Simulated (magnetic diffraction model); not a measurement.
## Mg₂Ti₅V₄O₁₈ below its ordering temperature

Space group I4/mmm (no. 139), a = 3.5630 Å, c = 44.3450 Å.

```
site  atom    x    y       z
  4e     V    0    0  0.1279
  4e     V    0    0  0.2250
  2b    Ti  1/2  1/2       0
  4e    Ti    0    0  0.4158
  4e    Ti    0    0  0.3319
  4e    Mg    0    0  0.0427
  4c     O    0  1/2       0
  4d     O  1/2    0     1/4
  8g     O    0  1/2  0.1592
  4e     O    0    0  0.4586
  8g     O    0  1/2  0.0852
  4e     O    0    0  0.2944
  4e     O    0    0  0.3762
```

This is a made-up structure (elements placed in a structure type, unrelaxed), so the numbers test the method and describe no known phase.

Only V is taken to order (form factors of V3+); orders and moment sizes are assumed, and not adapted to the symmetry. Radiation: neutrons of λ = 1.8 Å, 3° to 55°; isotropic B of 0.49 Å² (V), 0.57 Å² (Ti), 0.61 Å² (Mg) and 0.84 Å² (O). The intensities are simulated: I ∝ L Σ (|F_N|² + |F_M⊥|²) for unpolarised neutrons, with F_M = 2.695 fm/μB × Σ f(s) S exp(2πi Q·r) exp(−B s²) at Q = H ± k (one set where k and −k are equivalent), only the part normal to Q counting and L = 1/(sin²θ cos θ). For collinear order S is the moment m, which repeats by lattice and centring translations R with the sign exp(−2πi k·R). Form factors are spin-only for 3d ions and dipole or tabulated for f ions, scattering lengths are Sears's of 1992, and absorption is left out. A label names one of the reflections at its angle. The strongest nuclear line in the range is 100, and lines under 0.2 are left out.

Above the ordering temperature:

| 2θ (°) | index | I |
| --- | --- | --- |
| 4.65 | (0 0 2) | 12.8 |
| 9.31 | (0 0 4) | 0.5 |
| 13.99 | (0 0 6) | 0.2 |
| 18.69 | (0 0 8) | 0.3 |
| 23.42 | (0 0 10) | 2.1 |
| 30.12 | (1 0 3) | 3.0 |
| 36.33 | (1 0 9) | 4.7 |
| 37.90 | (0 0 16) | 0.5 |
| 39.40 | (1 0 11) | 5.8 |
| 41.86 | (1 1 0) | 8.2 |
| 42.14 | (1 1 2) | 0.3 |
| 42.85 | (1 0 13) | 6.3 |
| 42.85 | (0 0 18) | 0.3 |
| 42.98 | (1 1 4) | 1.3 |
| 46.21 | (1 1 8) | 1.6 |
| 46.60 | (1 0 15) | 2.9 |
| 47.90 | (0 0 20) | 2.9 |
| 48.52 | (1 1 10) | 0.3 |
| 51.23 | (1 1 12) | 100.0 |
| 54.32 | (1 1 14) | 3.8 |

Below it (cell unchanged):

```
2θ (°)      I
  4.65   12.8
  9.31    0.5
 13.99    0.2
 18.69    0.3
 20.58    2.1
 20.71    0.8
 21.11    0.9
 21.75    1.2
 23.42    2.1
 27.94    0.5
 29.60    0.5
 30.12    3.0
 33.23    0.4
 36.33    4.7
 37.90    0.5
 39.40    5.8
 41.86    8.2
 42.14    0.3
 42.85    6.3
 42.85    0.3
 42.98    1.3
 46.21    1.6
 46.60    2.9
 47.08    0.4
 47.66    0.2
 47.90    2.9
 48.52    0.3
 51.23  100.0
 52.10    0.2
 54.32    3.8
 54.46    0.3
```

**Question.** Check that the new lines index with k = (1/2 1/2 0), then choose among these models:
A. collinear moments along [111], 1.62 μB on V; signs + at (0, 0, 0.1279), − at (1/2, 1/2, 0.3721), + at (0, 0, 0.2250), − at (1/2, 1/2, 0.2750)
B. collinear moments along [111], 1.62 μB on V; signs + at (0, 0, 0.1279), + at (1/2, 1/2, 0.3721), + at (0, 0, 0.2250), + at (1/2, 1/2, 0.2750)
C. collinear moments along [010], 1.62 μB on V; signs + at (0, 0, 0.1279), + at (1/2, 1/2, 0.3721), + at (0, 0, 0.2250), + at (1/2, 1/2, 0.2750)
D. collinear moments along [010], 1.62 μB on V; signs + at (0, 0, 0.1279), − at (1/2, 1/2, 0.3721), + at (0, 0, 0.2250), − at (1/2, 1/2, 0.2750)

The new lines index as (1/2 1/2 0) at 20.58°, (1/2 -1/2 1) at 20.71°, (1/2 1/2 2) at 21.11° and (1/2 -1/2 3) at 21.75°, that is as H ± k with k = (1/2 1/2 0), one of 2 inequivalent arms of its star (k and −k counted as one), which a powder can't tell apart. Half indices mean that the moments reverse under translations with k·R a half-integer, and the magnetic cell has twice the primitive volume.

Magnetic intensity, observed (below minus above) and for each model:

| 2θ (°) | index | observed | A | B | C | D |
| --- | --- | --- | --- | --- | --- | --- |
| 20.58 | (1/2 1/2 0) | 2.1 | 2.1 | <0.2 | <0.2 | 1.1 |
| 20.71 | (1/2 -1/2 1) | 0.8 | 0.8 | 3.1 | 1.6 | 0.4 |
| 21.11 | (1/2 1/2 2) | 0.9 | 0.9 | 1.6 | 0.9 | 0.5 |
| 21.75 | (1/2 -1/2 3) | 1.2 | 1.2 | <0.2 | <0.2 | 0.8 |
| 27.94 | (1/2 1/2 8) | 0.5 | 0.5 | <0.2 | 0.2 | 0.6 |
| 29.60 | (1/2 -1/2 9) | 0.5 | 0.5 | <0.2 | 0.3 | 0.8 |
| 31.37 | (1/2 1/2 10) | <0.2 | <0.2 | 0.6 | 1.1 | <0.2 |
| 33.23 | (1/2 -1/2 11) | 0.4 | 0.4 | <0.2 | <0.2 | 0.8 |

Model A matches.

The structure used: k = (1/2 1/2 0), collinear moments along [111], 1.62 μB on V; signs + at (0, 0, 0.1279), − at (1/2, 1/2, 0.3721), + at (0, 0, 0.2250), − at (1/2, 1/2, 0.2750).

[Logs are printed without paths, hosts, clocks, repeated set-up lines and the standing remarks that a program may print on its own settings, such as how far it seeks lower states.]
